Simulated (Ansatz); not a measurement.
# InRh (Pm-3m): phonons and vibrational spectra

Aim: the phonons of InRh (Pm-3m) at a cell relaxed beforehand at this level. After the zone centre comes a 4×4×4 q mesh on a 16×16×16 k mesh.

Calculated with Ansatz 0.2.0; DFT PBEsol, scalar-relativistic, plane waves, PAW; PAW set soft_1.

**1. The structure**

It takes space group Pm-3m (No. 221, cubic). The conventional cell has a = 3.189 Å, b = 3.189 Å, c = 3.189 Å, α = 90.00°, β = 90.00°, γ = 90.00°. Nearest to In lie 8 Rh at 2.76 Å. Nearest to Rh lie 8 In at 2.76 Å. Farther neighbours are not listed.

**2. Linear response at the zone centre**

The cell comes from relaxations at this level that are not shown. The zone centre comes first: it holds the modes that light can see, as far as symmetry allows. No field response is asked, since the mesh shows no gap.

File input.yaml:

```yaml
crystal:
  lattice:
    - [3.1889689132, 0.0, 0.0]
    - [0.0, 3.1889689132, 0.0]
    - [0.0, 0.0, 3.1889689132]
  atoms:
    - { symbol: In, position: [0.5, 0.5, 0.5] }
    - { symbol: Rh, position: [0.0, 0.0, 0.0] }
kpoints:
  mp_grid: { grid: [16, 16, 16] }
hamiltonian:
  xc: pbesol
  pseudopotentials: { kind: paw, azcp: { folder: soft_1 }, xc_functional: pbe }
scf:
  occupations: { method: methfessel_paxton, width: 0.2 }
output:
  eigenvalues: true
phonons:
  method: dfpt
```

Run with:

```sh
ansatz run input.yaml --threads 4 --pin off --max-ram 10240MiB --backend cpu --events-out ev --progress --plain --runs-dir out
```

Numbers of over 12 decimals in the logs are rounded to 6 here.

Output:

```text
Engine: ansatz 0.2.0, aarch64-unknown-linux-gnu
Pseudopotentials: kind: paw
Pseudopotential: In, paw, valence charge 13, recommended cutoff 420 eV (normal), soft_1/In.paw.azcp
Pseudopotential: Rh, paw, valence charge 17, recommended cutoff 420 eV (normal), soft_1/Rh.paw.azcp
Functional definition: PBEsol
  exchange = pbesol_x
  correlation = pbesol_c
Crystal: 2 atoms, lattice volume = 32.430 Å³
Basis set: ecut = 420 eV, 619 PW (Γ), exchange–correlation on 48×48×48 points (8 copies of the dense FFT grid, shifted against one another)
Bands: 19, of which v1, the nominal top of the filled ones, is band 15 counted from 1 (14 counted from 0)
Symmetry: 48 space group operations
k-points: 405 of 4096 (irreducible under 8 space group operations, time reversal used)
Non-local potential: In, projectors of the file, l = 0: 2, l = 1: 2, l = 2: 2, l = 3: 1
Non-local potential: Rh, projectors of the file, l = 0: 3, l = 1: 2, l = 2: 2, l = 3: 1
PAW form: soft (Blöchl's): semilocal exchange-correlation on the pseudo side does not see the compensation charge
PAW frozen core: In, regenerated for the run's functional, and the local potential with it (the file was generated under x = pbe(κ = 0.804, μ = 0.219515), c = pbe(β = 0.066725))
PAW frozen core: Rh, regenerated for the run's functional, and the local potential with it (the file was generated under x = pbe(κ = 0.804, μ = 0.219515), c = pbe(β = 0.066725))
PAW one-centre angular grid: In, 590 points (default); XC on 64 Gauss nodes
PAW one-centre angular grid: Rh, 590 points (default); XC on 64 Gauss nodes
Initial density: superposition of atomic densities (chi_scale 0.1, normalization cell, long waves kept (reshape's long-wave potential 0.00 eV rms))
Initial wavefunctions: pseudopotential atomic-orbital guess
Functional: x = pbesol(κ = 0.804, μ = 0.123457), c = pbesol(β = 0.046)
SCF iter   1: F=—  HF=-11866.078338 eV  |F-HF|=—  |Δ(HF+E_count)|=         —  Δρ=1.12e-1  dr2=4.91e0  ethr=3.10e-3  ⟨swp⟩=4.8  Hψ=31425  notcnv=0
preconditioner: auto → none  [metal: Δε(μ)=0.040 eV  Ē_g=13.748 eV  σ=0.200 eV  W_gap=0.17  n_scr=6 (ndim 8)  ℏωp=30.6 eV  f_vac=0.000  D(μ)=1.07/eV (n_scr^D=6)  sad-step TF]
SCF iter   2: F=—  HF=-11865.484656 eV  |F-HF|=—  |Δ(HF+E_count)|=   5.94e-1  S|Δr|=    0.00e0  Δρ=6.62e-2  dr2=1.89e0  ethr=3.10e-3  ⟨swp⟩=2.2  Hψ=13622  notcnv=0
SCF iter   3: F=—  HF=-11865.126428 eV  |F-HF|=—  |Δ(HF+E_count)|=   3.58e-1  S|Δr|=    0.00e0  Δρ=6.26e-3  dr2=8.53e-3  ethr=3.10e-3  ⟨swp⟩=2.0  Hψ=11320  notcnv=0
SCF iter   4: F=—  HF=-11865.126416 eV  |F-HF|=—  |Δ(HF+E_count)|=   1.28e-5  S|Δr|=    0.00e0  Δρ=2.39e-3  dr2=1.58e-3  ethr=2.84e-5  ⟨swp⟩=2.0  Hψ=13458  notcnv=0
SCF iter   5: F=—  HF=-11865.125529 eV  |F-HF|=—  |Δ(HF+E_count)|=   8.87e-4  S|Δr|=    0.00e0  Δρ=3.99e-4  dr2=5.36e-5  ethr=5.27e-6  ⟨swp⟩=2.0  Hψ=11284  notcnv=0
SCF iter   6: F=—  HF=-11865.125524 eV  |F-HF|=—  |Δ(HF+E_count)|=   4.48e-6  S|Δr|=    0.00e0  Δρ=4.09e-5  dr2=2.30e-7  ethr=1.79e-7  ⟨swp⟩=2.5  Hψ=11881  notcnv=0
SCF iter   7: F=—  HF=-11865.125523 eV  |F-HF|=—  |Δ(HF+E_count)|=   8.08e-7  S|Δr|=    0.00e0  Δρ=6.60e-6  dr2=1.01e-8  ethr=7.66e-10  ⟨swp⟩=2.0  Hψ=13443  notcnv=0
SCF iter   8: F=—  HF=-11865.125523 eV  |F-HF|=—  |Δ(HF+E_count)|=   1.63e-9  S|Δr|=    0.00e0  Δρ=6.10e-7  dr2=8.92e-11  ethr=3.36e-11  ⟨swp⟩=2.1  Hψ=9750  notcnv=0
SCF iter   9: F=-11865.125523 eV  HF=-11865.125523 eV  |F-HF|=0.00e0  |Δ(HF+E_count)|=  7.28e-12  S|Δr|=    0.00e0  Δρ=3.21e-8  dr2=1.66e-13  ethr=1.00e-12  ⟨swp⟩=5.1  Hψ=31305  notcnv=0
the search or the solves at the SCF's close seem to have found levels that the self-consistency loop had missed (the run counts 2). By its estimate they hold under 1e-12 electrons; where the run keeps them, the occupations were computed again with them
SCF 1 converged in 9 iterations: F = -11865.125523 eV  dr2 = 1.66e-13
  greatest PAW one-centre occupation: 0.999 electrons in one spin orbital (limit 2), on the Rh atom at site 1 (counted from 0), in its partial waves of l = 0
DFPT response loops at Γ: preconditioner auto → Kerker (q_TF=auto, 2.693 Å⁻¹) (partly filled bands, converged f_vac=0.000); β = 1.00, the filter's whole step (`scf.mixing.beta` (0.50) is not read by the response loops under this deck's `scf.mixing.preconditioner`; to damp them name `kerker` or `kerker_dos`, under which they read `scf.mixing.beta`, and type it under 1.00, their step now; both keys bind the ground state too); Broyden in place of MSR1
SCF converged after 9 iterations
Stability not checked: this state was not tested for a lower state beside it, because cold or Methfessel-Paxton smearing, or corrected tetrahedra, fill the levels in a way that the test cannot read (fill_not_monotonic; see scf.lower_state_search)
Free energy (F): -11865.125523 eV
Harris-Foulkes:  -11865.125523 eV  (|F-HF|=0.00e0)
Internal energy: -11865.122677 eV  (E = F + TS)
E sigma→0 (E₀):  -11865.124812 eV
Entropy (-TS):   -0.002847 eV (-1.423 meV/atom)
Fermi energy:    18.284241 eV
Step filling:    the computed levels leave a gap of 0.0000 eV = 0.0 smearing widths at the electron count; against every level under it full and every level over it empty, smearing changes F+E_penalty+E_count by -1.926 meV and its σ→0 estimate by -1.214 meV
--- Per-component energies (eV) ---
  E_band       = -70.941046
  E_kinetic    = 760.856619
  E_local      = -2450.671455  (includes V_loc(G=0)·N_el)
  E_nonlocal   = 631.892517
  E_hartree    = 950.181662
  E_xc         = -343.121852
  E_vxc        = -343.523651  (∫ρ·V_xc dr)
  E_paw        = -7680.631300  (= ΣΔE_a)
  E_vpaw       = -569.858589  (= ΣTr[D̂ρ^β])
  E_aug_tail   = 0.000170  (compensation charges beyond the density's cutoff)
  E_ewald      = -3734.141143
  E_core_change = 0.512104  (= ΣΔE_core)
  E_smearing   = -0.002847  (= −TS)
  E_closure    = 0.000000  (closes the sum)
  Σ components = -11865.125523   (vs F -11865.125523, Δ=0.00e0)
--- Band table (eV; the first three rows and the last of 405) ---
  k-point 0: bands = [... 11 lower, 14.8393, 17.0354, 17.0354, 17.0354, 22.8411, 22.8411, 22.8411, 29.3223]
  k-point 1: bands = [... 11 lower, 14.8497, 16.9596, 16.9596, 17.0308, 22.4274, 22.9993, 22.9993, 29.5125]
  k-point 2: bands = [... 11 lower, 14.8661, 16.7589, 16.7589, 17.0178, 21.4704, 23.4473, 23.4473, 29.5927]
  k-point 404: bands = [... 11 lower, 13.4257, 17.8028, 17.8028, 18.5595, 22.5584, 22.5584, 22.5584, 23.9854]
--- Phonons (Γ-DFPT): 2 representative perturbations + reference, on 405 of 4096 k-points (Σ response iterations 6) ---
  k mesh reduced under 8 symmetry operations, with k and −k counted as one. Each operation leaves every solved perturbation unchanged. A smaller set is not used because it would not reduce the number of displacements times k-points to solve
  ASR residual: 5.644e-5 → 0.000e0 eV/Å²; symmetrization residual: 5.993e-6 eV/Å²
  ASR residual per site (eV/Å²): 2.70e-5 5.64e-5
  Γ frequencies (cm⁻¹): 0.00 0.00 0.00 178.17 178.17 178.17
  non-analytic LO–TO correction: not included (Born effective charges unavailable; polar crystals: no LO–TO splitting at Γ)
```

Elapsed: 19 s, on 4 threads of Arm Neoverse V1, shared host; peak memory 0.97 GiB.

Reading the cycles: dr2 is the Hartree energy of the density residual (eV), the measure of convergence; HF is the Harris–Foulkes estimate of the energy, which meets the free energy F at convergence.

This step gave:

| Property | Result |
| --- | --- |
| volume per atom | 16.22 Å³ |
| gap on the k-mesh | 0 eV |
| sum-rule residual before enforcement | 5.64e-5 eV/Å² |
| point group | m-3m |
| highest optical mode at the zone centre (no LO-TO term) | 178.2 cm⁻¹ |
| lowest optical zone-centre mode | 178.2 cm⁻¹ |

Patterns of degenerate modes are one choice out of their space. Modes at Γ, with each element's share of the kinetic energy:

| mode | frequency (cm⁻¹) | symmetry | In % | Rh % |
| --- | --- | --- | --- | --- |
| 1 | 0.0 | acoustic | 53 | 47 |
| 2 | 0.0 | acoustic | 53 | 47 |
| 3 | 0.0 | acoustic | 53 | 47 |
| 4 | 178.2 | T1u | 47 | 53 |
| 5 | 178.2 | T1u | 47 | 53 |
| 6 | 178.2 | T1u | 47 | 53 |

Displacements in mode 4 (178.2 cm⁻¹), the largest set to 1:
```
In1  0.00  0.00 -0.90
Rh2  0.00  0.00  1.00
```

Before it was imposed, the acoustic sum rule was missed by 5.6e-5 eV/Å². Small misses are needed for a sound result but don't prove that mesh and cutoff are converged. The lowest optical mode is real, 178 cm⁻¹.

(Part 1 of 2 ends here.)

[Logs are printed without paths, hosts, clocks, repeated set-up lines and the standing remarks that a program may print on its own settings, such as how far it seeks lower states.]

[Hosts, paths, dates, database ids (printed as entryN), source tags and the programs' standing remarks are cut or masked in the printed files.]
